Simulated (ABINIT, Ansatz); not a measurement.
Computed results, one entry a study.

```
How the form of the self-energy moves the gap of CdTe (F-43m)
1.0
     0.00000    3.24000    3.24000
     3.24000    0.00000    3.24000
     3.24000    3.24000    0.00000
Cd Te
1 1
Direct
  0.00000 0.00000 0.00000
  0.25000 0.25000 0.25000
# method: RPA screening on PBE, plane waves, norm-conserving pseudopotentials (and 4 further levels or steps)
# program: ABINIT 10.8.3
# settings: cutoff 47 Ha, PseudoDojo scalar-relativistic 0.4 stringent, norm-conserving, ngkpt (4, 4, 4), nband 271, ecuteps 7.8 Ha, inclvkb 2, shiftk (0, 0, 0), symchi 1, awtr 1, frequency ppm, 4×4×4 k-mesh
# cost: 7 runs, 37 min in all on 8 MPI ranks of AMD EPYC 7R43, shared host
# notes: The cell and positions come from the Crystallography Open Database and are kept as given unless a step says otherwise. Limits: mesh may overstate the screening; no spin-orbit coupling. Static COHSEX lies above G0W0: it lacks the factor Z and overstates the Coulomb hole of the filled states. Against experiment, by G0W0, Godby-Needs plasmon pole: the direct gap of 1.55 eV lies +0.23 eV from the measured 1.32 ± 0.02 eV (direct, 2020); the direct gap of 1.55 eV lies −0.04 eV from the measured 1.592 eV (exciton, 0 K, 2012); the direct gap of 1.55 eV lies +0.07 eV from the measured 1.48 ± 0.02 eV (direct, 2020). An exciton line or allowed optical edge lies below the quasiparticle gap by the binding energy; a forbidden edge can push the onset above it. These are gaps on the mesh, at modest bands and cutoff. The calculation has static nuclei and no excitons; a measured gap holds zero-point and thermal motion, which mostly lowers it. With atoms this heavy the missing spin-orbit coupling may be the largest error. The 4×4×4 mesh is coarse for this cell, which bears on the long-range parts of exchange and screening. For the PBE start: The RPA ε∞ on this mesh reaches over 25; with a narrow direct gap a coarse mesh can overstate it, and the correction is then too small.
# G0W0, Godby-Needs plasmon pole: 1.547 eV
# G0W0, Engel-Farid plasmon pole: 1.447 eV
# G0W0, Hybertsen-Louie plasmon pole: 1.562 eV
# one-shot COHSEX: 1.892 eV
# one-shot Hartree-Fock: 6.674 eV
# known limits: short of the basis limit; mesh may overstate the screening; no spin-orbit coupling; coarse k mesh
```

[Long decimals in the printed logs are rounded to 6 places.]

[Logs are printed without paths, hosts, clocks, repeated set-up lines and the standing remarks that a program may print on its own settings, such as how far it seeks lower states.]

[Paths, hosts, dates, memory and timing lines, banners, echoed tables and standing remarks are left out of the program output; an Ansatz launch command may be rebuilt from the run's recorded settings. Measured values are a selection of at most five: reports struck by readers or far from the other reports are left out. None is set beside runs whose start may be inverted or whose files or cutoffs have a known fault.]

[Runs of the session that timed out or met a known fault of the program may be left out.]

[Hosts, paths, dates, database ids (printed as entryN), source tags and the programs' standing remarks are cut or masked in the printed files.]

[G0W0 gaps are taken among the corrected bands and points alone; a level outside them can change the order at an edge.]

[Where Ansatz stands beside ABINIT at settings called matched, ABINIT's density can come from a denser mesh and the files from another edition; pairs whose starting gaps differed by over 0.03 eV were left out, so agreement reads better than it is.]
